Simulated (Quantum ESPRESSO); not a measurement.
# antimonene, 1 layer, stepped through biaxial strain, part 3 of 6

What law, if any, do the results for antimonene, 1 layer follow against biaxial strain?

Quantum ESPRESSO 7.5; plane-wave DFT, PBE, GBRV ultrasoft pseudopotentials.

So far. Step 2 (Variable-cell relaxation of the reference):  The last row is no step: it is a fresh SCF in the final cell with a new plane-wave basis, +0 meV from the row before. Step 3 (Relaxation with pw.x, -4 %): The relaxation lowers the energy by 9 meV an atom.

## Step 5: Potential by pp.x, -4 %

plot_num = 11 writes the bare and Hartree potential, from which vacuum levels or, in a crystal, the mean potential are read.

Contents of m0.pot.in:

```
&inputpp
  prefix = 'm0.scf'
  outdir = './out'
  filplot = 'm0.pot.dat'
  plot_num = 11
/
```

On the command line:

```
$ OMP_NUM_THREADS=1 mpirun -n 4 pp.x -in m0.pot.in > m0.pot.out
```

Log:

```text
[banner, memory and clock lines left out]
Program POST-PROC v.7.5 starts

          URL

     ./out/m0.scf.save/

     IMPORTANT: XC functional enforced from input :
     Exchange-correlation= PBE
                           (   1   4   3   4   0   0   0)
     Any further DFT definition will be discarded
     Please, verify this is what you really want

     negative rho (up, down):  2.199E-04 0.000E+00

     Calling punch_plot, plot_num =  11
     Writing data to file  m0.pot.dat
     Message from routine chdens:
     namelist plot not found or invalid, exiting
```

Wall time 0.87 s (4 MPI ranks of Arm Neoverse V1, shared host); peak memory 0.09 GiB.

This step gave:

| Property | Result |
| --- | --- |
| slope of the potential above | 2.22e-4 eV/Å |
| upper vacuum line continued to the top atoms, over the valence top | 4.292 eV |
| slope of the potential below | -1.85e-4 eV/Å |
| lower vacuum line continued to the bottom atoms, over the valence top | 4.293 eV |
| vacuum level at the upper face over the valence top of the mesh | 4.293 eV |
| vacuum level at the lower face over the valence top of the mesh | 4.294 eV |

Electrostatic potential energy of an electron; zero at the highest filled level of the SCF mesh. Potential energy, planar mean against z:

```tsv
z (Å)	potential energy, planar mean (eV)
0	4.29
1	4.29
2	4.29
3	4.29
4	4.29
5	4.22
6	3.31
7	-6.74
8	-7.62
9	-10.8
10	-1.14
11	3.90
12	4.26
13	4.29
14	4.29
15	4.29
16	4.29
```

## Step 6: Bands along a path, -4 %

Bands along a path place the edges.

Contents of m0.bands.in:

```
&control
  prefix = 'm0.bands'
  outdir = './out'
  pseudo_dir = './pseudo'
  calculation = 'bands'
/
&system
  ibrav = 0
  nat = 2
  ntyp = 1
  ecutwfc = 40
  ecutrho = 200
  occupations = 'smearing'
  smearing = 'fd'
  degauss = 0.002
  nbnd = 21
/
&electrons
  conv_thr = 1e-07
  mixing_beta = 0.4
  electron_maxstep = 120
  mixing_mode = 'plain'
/
ATOMIC_SPECIES
  Sb  121.7600  sb_pbe_v1.4.uspp.F.UPF
CELL_PARAMETERS angstrom
  3.95350294656000 0.00000000000000 0.00000000000000
  -1.97675147328000 3.42383398560000 0.00000000000000
  0.00000000000000 0.00000000000000 16.65000000000000
ATOMIC_POSITIONS crystal
  Sb  0.666666666700 0.333333333300 0.448994972600
  Sb  0.333333333300 0.666666666700 0.551005027400
K_POINTS crystal_b
4
  0.0000000000 0.0000000000 0.0000000000 12
  0.5000000000 0.0000000000 0.0000000000 12
  0.3333333333 0.3333333333 0.0000000000 12
  0.0000000000 0.0000000000 0.0000000000 1
```

On the command line:

```
$ cp -r out/m0.scf.save out/m0.bands.save
$ cp out/m0.scf.xml out/m0.bands.xml
$ OMP_NUM_THREADS=1 mpirun -n 4 pw.x -nk 4 -in m0.bands.in > m0.bands.out
```

Log:

```text
[banner, memory and clock lines left out]
Program PWSCF v.7.5 starts

          URL

     Atomic positions and unit cell read from directory:
     ./out/m0.bands.save/

     Message from routine setup:
     using ibrav=0 with symmetry is DISCOURAGED, use correct ibrav instead

     G-vector sticks info

     bravais-lattice index     =            0
     lattice parameter (alat)  =       7.4710  a.u.
     unit-cell volume          =    1520.9173 (a.u.)^3
     number of atoms/cell      =            2
     number of atomic types    =            1
     number of electrons       =        30.00
     number of Kohn-Sham states=           21
     kinetic-energy cutoff     =      40.0000  Ry
     charge density cutoff     =     200.0000  Ry
     Exchange-correlation=  SLA  PW   PBX  PBC
                           (   1   4   3   4   0   0   0)

     celldm(1)=   7.471038  celldm(2)=   0.000000  celldm(3)=   0.000000
     celldm(4)=   0.000000  celldm(5)=   0.000000  celldm(6)=   0.000000

     crystal axes: (cart. coord. in units of alat)
               a(1) = (   1.000000   0.000000   0.000000 )
               a(2) = (  -0.500000   0.866025   0.000000 )
               a(3) = (   0.000000   0.000000   4.211455 )

     reciprocal axes: (cart. coord. in units 2 pi/alat)
               b(1) = (  1.000000  0.577350 -0.000000 )
               b(2) = (  0.000000  1.154701  0.000000 )
               b(3) = (  0.000000 -0.000000  0.237448 )

     PseudoPot. # 1 for Sb read from file:
     ./pseudo/sb_pbe_v1.4.uspp.F.UPF
     Pseudo is Ultrasoft + core correction, Zval = 15.0
     Generated by new atomic code, or converted to UPF format
     Using radial grid of  891 points,  6 beta functions with:
                l(1) =   0
                l(2) =   0
                l(3) =   1
                l(4) =   1
                l(5) =   2
                l(6) =   2
     Q(r) pseudized with  8 coefficients,  rinner =    1.350   1.350   1.350
                                                       1.350   1.350

     atomic species   valence    mass     pseudopotential
     Sb               15.00   121.76000     Sb( 1.00)

     12 Sym. Ops., with inversion, found

   Cartesian axes

     site n.     atom                  positions (alat units)
         1        Sb     tau(   1) = (   0.5000000   0.2886751   1.8909222  )
         2        Sb     tau(   2) = (  -0.0000000   0.5773503   2.3205329  )

     number of k points=    37  Fermi-Dirac smearing, width (Ry)=  0.0020
                       cart. coord. in units 2pi/alat
        k(    1) = (   0.0000000   0.0000000   0.0000000), wk =   0.0540541
        k(    2) = (   0.0416667   0.0240563   0.0000000), wk =   0.0540541
        k(    3) = (   0.0833333   0.0481125   0.0000000), wk =   0.0540541
        k(    4) = (   0.1250000   0.0721688   0.0000000), wk =   0.0540541
        k(    5) = (   0.1666667   0.0962250   0.0000000), wk =   0.0540541
        k(    6) = (   0.2083333   0.1202813   0.0000000), wk =   0.0540541
        k(    7) = (   0.2500000   0.1443376   0.0000000), wk =   0.0540541
        k(    8) = (   0.2916667   0.1683938   0.0000000), wk =   0.0540541
        k(    9) = (   0.3333333   0.1924501   0.0000000), wk =   0.0540541
        k(   10) = (   0.3750000   0.2165064   0.0000000), wk =   0.0540541
        k(   11) = (   0.4166667   0.2405626   0.0000000), wk =   0.0540541
        k(   12) = (   0.4583333   0.2646189   0.0000000), wk =   0.0540541
        k(   13) = (   0.5000000   0.2886751   0.0000000), wk =   0.0540541
        k(   14) = (   0.4861111   0.3127314   0.0000000), wk =   0.0540541
        k(   15) = (   0.4722222   0.3367877   0.0000000), wk =   0.0540541
        k(   16) = (   0.4583333   0.3608439   0.0000000), wk =   0.0540541
        k(   17) = (   0.4444444   0.3849002   0.0000000), wk =   0.0540541
        k(   18) = (   0.4305556   0.4089564   0.0000000), wk =   0.0540541
        k(   19) = (   0.4166667   0.4330127   0.0000000), wk =   0.0540541
        k(   20) = (   0.4027778   0.4570690   0.0000000), wk =   0.0540541
        k(   21) = (   0.3888889   0.4811252   0.0000000), wk =   0.0540541
        k(   22) = (   0.3750000   0.5051815   0.0000000), wk =   0.0540541
        k(   23) = (   0.3611111   0.5292377   0.0000000), wk =   0.0540541
        k(   24) = (   0.3472222   0.5532940   0.0000000), wk =   0.0540541
        k(   25) = (   0.3333333   0.5773503   0.0000000), wk =   0.0540541
        k(   26) = (   0.3055556   0.5292377   0.0000000), wk =   0.0540541
        k(   27) = (   0.2777778   0.4811252   0.0000000), wk =   0.0540541
        k(   28) = (   0.2500000   0.4330127   0.0000000), wk =   0.0540541
        k(   29) = (   0.2222222   0.3849002   0.0000000), wk =   0.0540541
        k(   30) = (   0.1944444   0.3367877   0.0000000), wk =   0.0540541
        k(   31) = (   0.1666667   0.2886751   0.0000000), wk =   0.0540541
        k(   32) = (   0.1388889   0.2405626   0.0000000), wk =   0.0540541
        k(   33) = (   0.1111111   0.1924501   0.0000000), wk =   0.0540541
        k(   34) = (   0.0833333   0.1443376   0.0000000), wk =   0.0540541
        k(   35) = (   0.0555556   0.0962250   0.0000000), wk =   0.0540541
        k(   36) = (   0.0277778   0.0481125   0.0000000), wk =   0.0540541
        k(   37) = (   0.0000000   0.0000000   0.0000000), wk =   0.0540541

     Dense  grid:    72729 G-vectors     FFT dimensions: (  36,  36, 144)

     Smooth grid:    51847 G-vectors     FFT dimensions: (  32,  32, 128)

     The potential is recalculated from file :
     ./out/m0.bands.save/charge-density

     negative rho (up, down):  2.199E-04 0.000E+00
     Starting wfcs are   18 randomized atomic wfcs +    3 random wfcs

     Band Structure Calculation
     Davidson diagonalization with overlap

     ethr =  3.33E-10,  avg # of iterations = 37.1

     End of band structure calculation

          k = 0.0000 0.0000 0.0000 (  6501 PWs)   bands (ev):

   -29.5088 -29.5088 -29.4249 -29.4249 -29.3917 -29.3078 -29.3078 -29.2714
   -29.2175 -29.2175 -12.5607  -7.4959  -1.9022  -0.4737  -0.4737   1.3186
     2.2604   2.2604   3.3183   3.3337   4.6445

          k = 0.0417 0.0241 0.0000 (  6513 PWs)   bands (ev):

   -29.5086 -29.5078 -29.4248 -29.4242 -29.3913 -29.3082 -29.3078 -29.2717
   -29.2187 -29.2175 -12.5399  -7.4885  -1.8895  -0.7350  -0.5289   1.5122
     2.1966   2.3089   3.3422   3.3744   4.6662

          k = 0.0833 0.0481 0.0000 (  6527 PWs)   bands (ev):

   -29.5081 -29.5049 -29.4246 -29.4223 -29.3900 -29.3094 -29.3081 -29.2724
   -29.2223 -29.2176 -12.4777  -7.4680  -1.8529  -1.2950  -0.6780   1.6888
     2.2069   2.4343   3.4092   3.5010   4.7239

          k = 0.1250 0.0722 0.0000 (  6535 PWs)   bands (ev):

[...]
-29.5035 -29.4758 -29.4237 -29.4037 -29.3757 -29.3217 -29.3127 -29.2787
   -29.2570 -29.2188 -11.8294  -7.4512  -3.6215  -1.6648  -1.5811   0.5138
     2.7724   2.8871   3.9052   4.1451   5.1598

          k = 0.2917 0.1684 0.0000 (  6515 PWs)   bands (ev):

   -29.5022 -29.4655 -29.4231 -29.3970 -29.3701 -29.3265 -29.3157 -29.2808
   -29.2689 -29.2192 -11.5767  -7.5645  -3.9750  -1.7816  -1.7283   0.3533
     2.5275   2.8958   4.1207   4.3621   5.1386

          k = 0.3333 0.1925 0.0000 (  6523 PWs)   bands (ev):

   -29.5009 -29.4552 -29.4214 -29.3898 -29.3642 -29.3320 -29.3199 -29.2842
   -29.2795 -29.2195 -11.2963  -7.7655  -4.1797  -1.9524  -1.8868   0.3276
     2.2336   2.8773   4.3841   4.5324   5.1065

          k = 0.3750 0.2165 0.0000 (  6511 PWs)   bands (ev):

   -29.4998 -29.4467 -29.4174 -29.3822 -29.3589 -29.3379 -29.3251 -29.2940
   -29.2827 -29.2199 -10.9987  -8.0408  -4.2461  -2.1145  -2.0889   0.4194
     1.9412   2.8469   4.3827   4.7993   5.2962

          k = 0.4167 0.2406 0.0000 (  6483 PWs)   bands (ev):

   -29.4990 -29.4413 -29.4105 -29.3746 -29.3557 -29.3444 -29.3297 -29.3040
   -29.2838 -29.2202 -10.7053  -8.3457  -4.2155  -2.3567  -2.1883   0.5880
     1.6668   2.8170   4.2124   5.1894   5.6381

          k = 0.4583 0.2646 0.0000 (  6469 PWs)   bands (ev):

   -29.4985 -29.4389 -29.4027 -29.3670 -29.3569 -29.3512 -29.3305 -29.3119
   -29.2844 -29.2203 -10.4636  -8.6063  -4.1488  -2.5493  -2.2486   0.7872
     1.4215   2.7958   4.0755   5.6217   6.0174

          k = 0.5000 0.2887 0.0000 (  6446 PWs)   bands (ev):

   -29.4983 -29.4382 -29.3989 -29.3616 -29.3588 -29.3563 -29.3293 -29.3155
   -29.2846 -29.2204 -10.3622  -8.7161  -4.1148  -2.6249  -2.2688   0.9124
     1.2840   2.7883   4.0251   6.0265   6.0877

          k = 0.4861 0.3127 0.0000 (  6434 PWs)   bands (ev):

   -29.4983 -29.4378 -29.3986 -29.3619 -29.3605 -29.3547 -29.3289 -29.3157
   -29.2848 -29.2205 -10.3551  -8.7178  -4.1139  -2.6228  -2.3160   0.9755
     1.2787   2.7538   4.0387   6.0530   6.0947

          k = 0.4722 0.3368 0.0000 (  6446 PWs)   bands (ev):

   -29.4983 -29.4368 -29.3980 -29.3631 -29.3628 -29.3523 -29.3280 -29.3163
   -29.2854 -29.2207 -10.3341  -8.7234  -4.1123  -2.6168  -2.4436   1.1505
     1.2604   2.6614   4.0807   6.1155   6.1209

          k = 0.4583 0.3608 0.0000 (  6456 PWs)   bands (ev):

   -29.4983 -29.4350 -29.3970 -29.3659 -29.3642 -29.3500 -29.3265 -29.3172
   -29.2864 -29.2211 -10.2991  -8.7338  -4.1131  -2.6192  -2.6078   1.2228
     1.4038   2.5382   4.1549   6.1498   6.2071

          k = 0.4444 0.3849 0.0000 (  6462 PWs)   bands (ev):

   -29.4982 -29.4326 -29.3956 -29.3688 -29.3659 -29.3478 -29.3246 -29.3186
   -29.2877 -29.2216 -10.2502  -8.7504  -4.1224  -2.8071  -2.5974   1.1568
     1.6978   2.4171   4.2685   6.1965   6.2958

          k = 0.4306 0.4090 0.0000 (  6464 PWs)   bands (ev):

   -29.4982 -29.4296 -29.3940 -29.3717 -29.3675 -29.3458 -29.3224 -29.3205
   -29.2893 -29.2221 -10.1876  -8.7755  -4.1491  -2.9753  -2.5880   1.0555
     1.9976   2.3258   4.4317   6.2522   6.3849

          k = 0.4167 0.4330 0.0000 (  6456 PWs)   bands (ev):

   -29.4981 -29.4259 -29.3924 -29.3747 -29.3689 -29.3440 -29.3228 -29.3201
   -29.2912 -29.2227 -10.1115  -8.8114  -4.2021  -3.0984  -2.5827   0.9214
     2.2717   2.2784   4.6561   6.3013   6.4779

          k = 0.4028 0.4571 0.0000 (  6464 PWs)   bands (ev):

   -29.4980 -29.4218 -29.3911 -29.3777 -29.3696 -29.3427 -29.3254 -29.3177
   -29.2933 -29.2233 -10.0220  -8.8610  -4.2826  -3.1632  -2.5858   0.7684
     2.2745   2.4953   4.9489   6.2713   6.5541

          k = 0.3889 0.4811 0.0000 (  6462 PWs)   bands (ev):

   -29.4979 -29.4172 -29.3905 -29.3808 -29.3692 -29.3421 -29.3281 -29.3152
   -29.2955 -29.2238  -9.9195  -8.9272  -4.3794  -3.1723  -2.6018   0.6154
     2.3062   2.6536   5.3047   6.1337   6.6221

          k = 0.3750 0.5052 0.0000 (  6474 PWs)   bands (ev):

   -29.4979 -29.4121 -29.3910 -29.3840 -29.3673 -29.3429 -29.3302 -29.3126
   -29.2978 -29.2242  -9.8044  -9.0122  -4.4747  -3.1376  -2.6358   0.4798
     2.3648   2.7427   5.6759   6.0233   6.7448

          k = 0.3611 0.5292 0.0000 (  6466 PWs)   bands (ev):

   -29.4978 -29.4068 -29.3922 -29.3872 -29.3641 -29.3455 -29.3312 -29.3101
   -29.3003 -29.2245  -9.6771  -9.1176  -4.5527  -3.0711  -2.6918   0.3752
     2.4436   2.7653   5.7755   6.2407   6.9070

          k = 0.3472 0.5533 0.0000 (  6442 PWs)   bands (ev):

   -29.4977 -29.4012 -29.3940 -29.3906 -29.3599 -29.3497 -29.3313 -29.3077
   -29.3027 -29.2247  -9.5384  -9.2435  -4.6031  -2.9815  -2.7717   0.3101
     2.5372   2.7284   5.7230   6.6162   6.9617

          k = 0.3333 0.5774 0.0000 (  6444 PWs)   bands (ev):

   -29.4977 -29.3973 -29.3942 -29.3942 -29.3548 -29.3548 -29.3313 -29.3052
   -29.3052 -29.2248  -9.3889  -9.3889  -4.6205  -2.8748  -2.8748   0.2883
     2.6415   2.6415   5.7018   6.8725   6.8725

          k = 0.3056 0.5292 0.0000 (  6466 PWs)   bands (ev):

   -29.4978 -29.4023 -29.4013 -29.3828 -29.3660 -29.3430 -29.3321 -29.3095
   -29.3005 -29.2246  -9.7283  -9.0622  -4.5511  -3.1329  -2.6269   0.3700
     2.3652   2.8652   5.7741   6.4170   6.6845

          k = 0.2778 0.4811 0.0000 (  6472 PWs)   bands (ev):

   -29.4982 -29.4121 -29.4059 -29.3767 -29.3705 -29.3358 -29.3294 -29.3121
   -29.2960 -29.2239 -10.1101  -8.7085  -4.3521  -3.4153  -2.3543   0.5899
     2.0305   3.0781   5.8558   5.9112   6.2393

          k = 0.2500 0.4330 0.0000 (  6474 PWs)   bands (ev):

   -29.4988 -29.4240 -29.4101 -29.3856 -29.3587 -29.3423 -29.3147 -29.3128
   -29.2919 -29.2229 -10.5068  -8.3465  -4.0442  -3.6643  -2.0838   0.9064
     1.7120   3.2342   5.4380   5.5207   5.9636

          k = 0.2222 0.3849 0.0000 (  6489 PWs)   bands (ev):

   -29.4998 -29.4376 -29.4139 -29.3928 -29.3506 -29.3477 -29.3124 -29.2992
   -29.2881 -29.2218 -10.8961  -8.0045  -3.8248  -3.6487  -1.8476   1.2793
     1.4633   3.2933   5.0120   5.0826   5.5706

          k = 0.1944 0.3368 0.0000 (  6509 PWs)   bands (ev):

   -29.5010 -29.4517 -29.4170 -29.3986 -29.3596 -29.3379 -29.3116 -29.2846
   -29.2836 -29.2208 -11.2618  -7.7193  -3.8444  -3.1861  -1.6806   1.3224
     1.6617   3.2589   4.6419   4.6840   5.2532

          k = 0.1667 0.2887 0.0000 (  6517 PWs)   bands (ev):

   -29.5024 -29.4653 -29.4195 -29.4038 -29.3682 -29.3294 -29.3107 -29.2814
   -29.2685 -29.2198 -11.5926  -7.5241  -3.6823  -2.6772  -1.6048   1.3032
     1.9848   3.1870   4.3341   4.3427   5.0486

          k = 0.1389 0.2406 0.0000 (  6525 PWs)   bands (ev):

   -29.5040 -29.4777 -29.4214 -29.4087 -29.3758 -29.3225 -29.3099 -29.2786
   -29.2544 -29.2190 -11.8812  -7.4272  -3.3286  -2.1485  -1.6105   1.3866
     2.1607   3.1289   4.0336   4.1345   4.9537

          k = 0.1111 0.1925 0.0000 (  6541 PWs)   bands (ev):

   -29.5055 -29.4885 -29.4228 -29.4135 -29.3820 -29.3169 -29.3092 -29.2761
   -29.2419 -29.2184 -12.1224  -7.4062  -2.8095  -1.7216  -1.5768   1.5373
     2.1686   3.0436   3.7836   3.9950   4.9083

          k = 0.0833 0.1443 0.0000 (  6545 PWs)   bands (ev):

   -29.5068 -29.4972 -29.4238 -29.4179 -29.3865 -29.3128 -29.3086 -29.2742
   -29.2316 -29.2180 -12.3127  -7.4267  -2.1709  -1.7679  -1.1410   1.7323
     2.0742   2.8594   3.5857   3.8061   4.8363

          k = 0.0556 0.0962 0.0000 (  6537 PWs)   bands (ev):

   -29.5079 -29.5036 -29.4244 -29.4216 -29.3895 -29.3100 -29.3081 -29.2727
   -29.2238 -29.2177 -12.4501  -7.4597  -1.8374  -1.4701  -0.7765   1.8956
     1.9582   2.5737   3.4409   3.5587   4.7458

          k = 0.0278 0.0481 0.0000 (  6507 PWs)   bands (ev):

   -29.5085 -29.5075 -29.4248 -29.4240 -29.3911 -29.3083 -29.3079 -29.2718
   -29.2191 -29.2175 -12.5330  -7.4861  -1.8853  -0.8079  -0.5495   1.5648
     2.1683   2.3328   3.3502   3.3881   4.6731

          k = 0.0000 0.0000 0.0000 (  6501 PWs)   bands (ev):

   -29.5088 -29.5088 -29.4249 -29.4249 -29.3917 -29.3078 -29.3078 -29.2714
   -29.2175 -29.2175 -12.5607  -7.4959  -1.9022  -0.4737  -0.4737   1.3186
     2.2604   2.2604   3.3183   3.3337   4.6445

     XML data file, pseudopotentials, collected wavefunctions

                                        0.00s GPU  (     308 calls)
```

Elapsed: 12 s, on 4 MPI ranks; peak memory 0.33 GiB.

Numbers from this step:

| Item | Value |
| --- | --- |
| valence top, on the run's zero | -0.4737 eV |
| gap by band count | 0.7620 eV |

Band numbers count within the set of bands kept for display. Electronic bands along the path, in eV, zero at the highest filled level of the SCF mesh; v1 is the highest filled band, c1 the lowest empty one:

```tsv
point	v4	v3	v2	v1	c1	c2	c3	c4
Γ	-7.02	-1.43	0.00	0.00	1.79	2.73	2.73	3.79
halfway	-6.98	-3.15	-1.19	-1.11	0.99	3.25	3.36	4.38
M	-8.24	-3.64	-2.15	-1.80	1.39	1.76	3.26	4.50
halfway	-8.34	-3.73	-2.62	-2.11	1.40	2.75	2.75	5.13
K	-8.92	-4.15	-2.40	-2.40	0.76	3.12	3.12	6.18
halfway	-7.05	-3.21	-2.20	-1.13	1.78	2.46	3.66	4.81
Γ	-7.02	-1.43	0.00	0.00	1.79	2.73	2.73	3.79
```

The electronic bands as a text plot (rows in eV, shown from -8.0 to 5.1 only):

```
    4.8 |+        +++++++++     +++               ++++++        +
    4.3 |    +++++++       +++++                      ++++++++
    3.8 |++++++                             ++++++++++++++  +++++
    3.2 |    ++++++++++++++++++++   ++++++++              ++++
    2.7 |++++         +++        +++++++  ++++      +++++++++++++
    2.1 | +++++          ++++   ++            ++++++  ++++++++++
    1.6 |+     ++            +++++++          ++++++++          +
    1.0 |        ++++++++++++       ++++++++++
    0.5 |
   -0.1 |****                                               *****
   -0.6 |   ******                                        **
   -1.2 |***************                        *****************
   -1.7 |    **       **********            ****      **  **
   -2.3 |      **          *****************        **  **
   -2.8 |        *                 *****  ****    **  **
   -3.4 |         ****                        ********
   -3.9 |             ************************
   -4.4 |
   -5.0 |
   -5.5 |
   -6.1 |
   -6.6 |
   -7.2 |***************                          ***************
   -7.7 |               ***                   ****
         Γ                   M           K                      Γ
```

Along this path the valence top lies at Γ and the conduction bottom at K.

(Part 3 of 6 ends here.)

[Logs are printed without paths, hosts, clocks, repeated set-up lines and the standing remarks that a program may print on its own settings, such as how far it seeks lower states.]

[Hosts, paths, dates, database ids (printed as entryN), source tags and the programs' standing remarks are cut or masked in the printed files.]

[Maps of the electrostatic potential energy from Ansatz leave out the sawtooth potential of an applied field or a dipole correction, so their vacuum need not be flat; planar profiles and work functions include it.]
